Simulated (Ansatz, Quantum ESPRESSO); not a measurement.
# Lattice dynamics of RbCaH3 (Pm-3m) in two programs, part 3 of 4

How does RbCaH3 (Pm-3m) vibrate, and is this structure a minimum?

Quantum ESPRESSO 7.5; DFT LDA, scalar-relativistic, plane waves, GBRV ultrasoft pseudopotentials.

So far, highest frequency (cm⁻¹): step 7 (dispersion) 1368. The relaxed cell has a = 4.397 Å (conventional setting).

## (9) Modes with the sum rule

A rigid shift of the crystal must cost nothing, but grids and finite bases break this; the acoustic sum rule is imposed before the matrix is diagonalised again. With Born charges the intensities follow, and the static dielectric tensor.

Contents of dynmat.in:

```
 &input
    fildyn='x.dyn1',
    asr='simple',
    lperm=.true.,
 /
```

Run with:

```sh
dynmat.x -in dynmat.in > dynmat.out
```

Numbers of over 12 decimals in the logs are rounded to 6 here.

Log:

```text
[banner, memory and clock lines left out]
Program DYNMAT v.7.5

     Reading Dynamical Matrix from file x.dyn1
     ...Force constants read
     ...epsilon and Z* read
     A direction for q was not specified:TO-LO splitting will be absent

     Polarizability (A^3 units)
     multiply by 0.547674 for Clausius-Mossotti correction
        16.760437    0.000000    0.000000
         0.000000   16.760437    0.000000
         0.000000    0.000000   16.760437

     IR activities are in (D/A)^2/amu units

# mode   [cm-1]    [THz]      IR
    1     -0.00   -0.0000    0.0000
    2      0.00    0.0000    0.0000
    3      0.00    0.0000    0.0000
    4    108.22    3.2445    0.9831
    5    108.22    3.2445    0.9831
    6    108.22    3.2445    0.9831
    7    346.61   10.3913    0.0000
    8    346.61   10.3913    0.0000
    9    346.61   10.3913    0.0000
   10    403.54   12.0978   39.2937
   11    403.54   12.0978   39.2937
   12    403.54   12.0978   39.2937
   13   1209.56   36.2618   23.4906
   14   1209.56   36.2618   23.4906
   15   1209.56   36.2618   23.4906

Electronic dielectric permittivity tensor (relative, adimensional)
         3.477709    0.000000    0.000000
         0.000000    3.477709    0.000000
         0.000000    0.000000    3.477709

 ... with zone-center polar mode contributions
        12.040850   -0.000000    0.000000
        -0.000000   12.040850   -0.000000
         0.000000   -0.000000   12.040850

[end of the log left out, with the tail of the file of modes that dynmat.x writes under the same name]
```

Elapsed: 0.45 s, on 1 thread of Arm Neoverse V2, shared host.

Read from the output:

- lowest optical zone-centre mode: 108.2 cm⁻¹
- mean static dielectric constant: 12.04

Zone-centre frequencies as printed; negative means imaginary. Modes:

| mode | frequency (cm⁻¹) |
| --- | --- |
| 1 | 0 |
| 2 | 0 |
| 3 | 0 |
| 4 | 108.2 |
| 5 | 108.2 |
| 6 | 108.2 |
| 7 | 346.6 |
| 8 | 346.6 |
| 9 | 346.6 |
| 10 | 403.5 |
| 11 | 403.5 |
| 12 | 403.5 |
| 13 | 1210 |
| 14 | 1210 |
| 15 | 1210 |

Degenerate modes summed, no LO-TO term. Infrared lines, with heights relative to the strongest:

| position (cm⁻¹) | lines merged | label | IR intensity, relative |
| --- | --- | --- | --- |
| 108 | 3 | T1u | 2.5 |
| 347 | 3 | T2u | 0.0 |
| 404 | 3 | T1u | 100 |
| 1210 | 3 | T1u | 60 |

Static dielectric tensor (ions relaxed, fixed cell):

```
12.04  0.00  0.00
 0.00 12.04  0.00
 0.00  0.00 12.04
```

The rule also moves an optical mode by 0.3 cm⁻¹.

## (10) Sum rules set otherwise: a sum rule for molecules or wires on a crystal

This rule also removes rotations, which suits molecules and not a crystal; it is tried to see the harm.

Contents of dynmat.in:

```
 &input
    fildyn='x.dyn1',
    asr='zero-dim',
    lperm=.true.,
 /
```

Run with:

```sh
dynmat.x -in dynmat.in > dynmat.out
```

Log:

```text
[banner, memory and clock lines left out]
Program DYNMAT v.7.5

     Reading Dynamical Matrix from file x.dyn1
     ...Force constants read
     ...epsilon and Z* read
     Acoustic Sum Rule: || Z*(ASR) - Z*(orig)|| =    3.154446E-01
     Acoustic Sum Rule: ||dyn(ASR) - dyn(orig)||=    6.747628E-02
     A direction for q was not specified:TO-LO splitting will be absent

     Polarizability (A^3 units)
     multiply by 0.547674 for Clausius-Mossotti correction
        16.760437    0.000000    0.000000
         0.000000   16.760437    0.000000
         0.000000    0.000000   16.760437

     IR activities are in (D/A)^2/amu units

# mode   [cm-1]    [THz]      IR
    1     -0.00   -0.0000    0.0000
    2     -0.00   -0.0000    0.0000
    3     -0.00   -0.0000    0.0000
    4     -0.00   -0.0000    0.0000
    5      0.00    0.0000    0.0000
    6      0.00    0.0000    0.0000
    7    107.86    3.2334    0.9910
    8    344.93   10.3406   33.4122
    9    344.93   10.3406   33.4122
   10    402.73   12.0736   39.3034
   11    433.32   12.9905    7.1210
   12    433.32   12.9905    7.1210
   13   1197.90   35.9121   21.0616
   14   1197.90   35.9121   21.0616
   15   1209.43   36.2577   23.4731

Electronic dielectric permittivity tensor (relative, adimensional)
         3.477709    0.000000    0.000000
         0.000000    3.477709    0.000000
         0.000000    0.000000    3.477709

 ... with zone-center polar mode contributions
        11.928518    0.084686    0.084686
         0.084686   11.928518    0.084686
         0.084686    0.084686   11.928518

[end of the log left out, with the tail of the file of modes that dynmat.x writes under the same name]
```

The job ended after 0.45 s (1 thread).

The run ended normally, but on settings that are not sound.

The fault: a sum rule for molecules or wires on a crystal; 3 optical modes are projected out to zero frequency, as if they were rotations.

For a crystal the rule has to be 'simple' or 'crystal'.

Zone-centre frequencies as printed; negative means imaginary. Modes:

| mode | frequency (cm⁻¹) |
| --- | --- |
| 1 | 0 |
| 2 | 0 |
| 3 | 0 |
| 4 | 0 |
| 5 | 0 |
| 6 | 0 |
| 7 | 107.9 |
| 8 | 344.9 |
| 9 | 344.9 |
| 10 | 402.7 |
| 11 | 433.3 |
| 12 | 433.3 |
| 13 | 1198 |
| 14 | 1198 |
| 15 | 1209 |

## (11) Sum rules set otherwise (asr crystal)

The rule can be imposed in more than one way; the choices should agree where the raw error is small.

Contents of dynmat.in:

```
 &input
    fildyn='x.dyn1',
    asr='crystal',
    lperm=.true.,
 /
```

Run with:

```sh
dynmat.x -in dynmat.in > dynmat.out
```

Log:

```text
[banner, memory and clock lines left out]
Program DYNMAT v.7.5

     Reading Dynamical Matrix from file x.dyn1
     ...Force constants read
     ...epsilon and Z* read
     Acoustic Sum Rule: || Z*(ASR) - Z*(orig)|| =    6.666849E-03
     Acoustic Sum Rule: ||dyn(ASR) - dyn(orig)||=    3.801351E-04
     A direction for q was not specified:TO-LO splitting will be absent

     Polarizability (A^3 units)
     multiply by 0.547674 for Clausius-Mossotti correction
        16.760437    0.000000    0.000000
         0.000000   16.760437    0.000000
         0.000000    0.000000   16.760437

     IR activities are in (D/A)^2/amu units

# mode   [cm-1]    [THz]      IR
    1     -0.00   -0.0000    0.0000
    2      0.00    0.0000    0.0000
    3      0.00    0.0000    0.0000
    4    107.86    3.2334    0.9910
    5    107.86    3.2334    0.9910
    6    107.86    3.2334    0.9910
    7    346.54   10.3889    0.0000
    8    346.54   10.3889    0.0000
    9    346.54   10.3889    0.0000
   10    402.73   12.0736   39.3034
   11    402.73   12.0736   39.3034
   12    402.73   12.0736   39.3034
   13   1209.43   36.2577   23.4731
   14   1209.43   36.2577   23.4731
   15   1209.43   36.2577   23.4731

Electronic dielectric permittivity tensor (relative, adimensional)
         3.477709    0.000000    0.000000
         0.000000    3.477709    0.000000
         0.000000    0.000000    3.477709

 ... with zone-center polar mode contributions
        12.097890   -0.000000   -0.000000
        -0.000000   12.097890    0.000000
        -0.000000    0.000000   12.097890

[end of the log left out, with the tail of the file of modes that dynmat.x writes under the same name]
```

It took 0.45 s on 1 thread.

Read from the output:

```
highest optical zone-centre mode (no LO-TO term) : 1209 cm⁻¹
lowest optical zone-centre mode                  : 107.9 cm⁻¹
mean static dielectric constant                  : 12.10
```

Zone-centre frequencies as printed; negative means imaginary. Modes:

| mode | frequency (cm⁻¹) |
| --- | --- |
| 1 | 0 |
| 2 | 0 |
| 3 | 0 |
| 4 | 107.9 |
| 5 | 107.9 |
| 6 | 107.9 |
| 7 | 346.5 |
| 8 | 346.5 |
| 9 | 346.5 |
| 10 | 402.7 |
| 11 | 402.7 |
| 12 | 402.7 |
| 13 | 1209 |
| 14 | 1209 |
| 15 | 1209 |

Against the first rule no mode moves by more than 0.9 cm⁻¹.

## (12) Modes along a direction of q (1 0 0)

A longitudinal polar mode sets up a macroscopic field that stiffens it; the term hangs on the direction from which q goes to zero.

Contents of dynmat.in:

```
 &input
    fildyn='x.dyn1',
    asr='simple',
    q(1)=1.0,
    q(2)=0.0,
    q(3)=0.0,
 /
```

Run with:

```sh
dynmat.x -in dynmat.in > dynmat.out
```

Log:

```text
[banner, memory and clock lines left out]
Program DYNMAT v.7.5

     Reading Dynamical Matrix from file x.dyn1
     ...Force constants read
     ...epsilon and Z* read

     Polarizability (A^3 units)
     multiply by 0.547674 for Clausius-Mossotti correction
        16.760437    0.000000    0.000000
         0.000000   16.760437    0.000000
         0.000000    0.000000   16.760437

     IR activities are in (D/A)^2/amu units

# mode   [cm-1]    [THz]      IR
    1     -0.00   -0.0000    0.0000
    2     -0.00   -0.0000    0.0000
    3     -0.00   -0.0000    0.0000
    4    108.22    3.2445    0.9831
    5    108.22    3.2445    0.9831
    6    118.57    3.5547    0.1066
    7    346.61   10.3913    0.0000
    8    346.61   10.3913    0.0000
    9    346.61   10.3913    0.0000
   10    403.54   12.0978   39.2937
   11    403.54   12.0978   39.2937
   12    640.94   19.2149   28.8261
   13   1209.56   36.2618   23.4906
   14   1209.56   36.2618   23.4906
   15   1293.37   38.7741   34.8348

[end of the log left out, with the tail of the file of modes that dynmat.x writes under the same name]
```

Run time: 0.45 s. Hardware: 1 thread.

Numbers from this step:

```
highest mode moved by the LO-TO term : 1293 cm⁻¹
```

Zone-centre frequencies as printed; negative means imaginary. Modes:

| mode | frequency (cm⁻¹) |
| --- | --- |
| 1 | 0 |
| 2 | 0 |
| 3 | 0 |
| 4 | 108.2 |
| 5 | 108.2 |
| 6 | 118.6 |
| 7 | 346.6 |
| 8 | 346.6 |
| 9 | 346.6 |
| 10 | 403.5 |
| 11 | 403.5 |
| 12 | 640.9 |
| 13 | 1210 |
| 14 | 1210 |
| 15 | 1293 |

The field moves 3 modes; the highest of them now lies at 1293 cm⁻¹, where the highest that moved away lay at 1210.

## (13) The dispersion under another sum rule (asr all)

The sum rule corrects the force constants themselves, so it can shift branches at any wavevector, low ones most.

Contents of matdyn.in:

```
 &input
    asr='all',
    flfrc='x.fc',
    flfrq='x.freq',
    flvec='x.modes',
    q_in_band_form=.true.,
    q_in_cryst_coord=.true.,
 /
8
  0.0000000   0.0000000   0.0000000   8  ! GAMMA
  0.0000000   0.5000000   0.0000000   8  ! X
  0.5000000   0.5000000   0.0000000   8  ! M
  0.0000000   0.0000000   0.0000000   8  ! GAMMA
  0.5000000   0.5000000   0.5000000   8  ! R
  0.0000000   0.5000000   0.0000000   1  ! X
  0.5000000   0.5000000   0.5000000   8  ! R
  0.5000000   0.5000000   0.0000000   1  ! M
```

Run with:

```sh
matdyn.x -in matdyn.in > matdyn.out
```

Log:

```text
[banner, memory and clock lines left out]
Program MATDYN v.7.5

 mass for atomic type   1 not given; uses mass from file x.fc
 mass for atomic type   2 not given; uses mass from file x.fc
 mass for atomic type   3 not given; uses mass from file x.fc

     WARNING: To use asr = 'all' for infrared-active solids, i.e., solids with nonzero
     Born effective charge, one must set read_lr = .true. in the matdyn.x input. Also,
     the flfrc file must have been constructed with write_lr = .true. in the q2r.x input.
     If the system is infrared inactive and you have nonzero Born effective charge due to
     numerical noise, you can ignore this warning.

 Norm of the difference between old and new effective charges:    3.499e-17

 Huang before:    1   1   1   2,   residual stress:  -0.000000
 Huang before:    1   1   1   3,   residual stress:   0.000000
 Huang before:    1   1   2   2,   residual stress:   5e-16
 Huang before:    1   1   2   3,   residual stress:  -0.000000
 Huang before:    1   1   3   3,   residual stress:   6e-16
 Huang before:    1   2   1   3,   residual stress:  -0.000000
 Huang before:    1   2   2   2,   residual stress:   0.000000
 Huang before:    1   2   2   3,   residual stress:   0.000000
 Huang before:    1   2   3   3,   residual stress:  -0.000000
 Huang before:    1   3   2   2,   residual stress:  -0.000000
 Huang before:    1   3   2   3,   residual stress:  -0.000000
 Huang before:    1   3   3   3,   residual stress:  -0.000000
 Huang before:    2   2   2   3,   residual stress:  -0.000000
 Huang before:    2   2   3   3,   residual stress:  -0.000000
 Huang before:    2   3   3   3,   residual stress:   0.000000

 Norm of the difference between old and new force-constants:   0.000134398

   You are using asr="all", please consider citing C. Lin, S. Ponc\'e and N. Marzari, npj Comput Mater 8, 236 (2022).
```

Wall time 0.56 s (1 thread).

At the labelled points the branches move by no more than 0.9 cm⁻¹. The log warns that this rule wants the long-range part of the force constants stored apart (write_lr, read_lr) in a polar crystal, which was not done.

[end of part 3 of 4]

[Host names and launcher messages were left out of these logs when they were recorded.]

[Logs are printed without paths, hosts, clocks, repeated set-up lines and the standing remarks that a program may print on its own settings, such as how far it seeks lower states.]

[Hosts, paths, dates, database ids (printed as entryN), source tags and the programs' standing remarks are cut or masked in the printed files.]
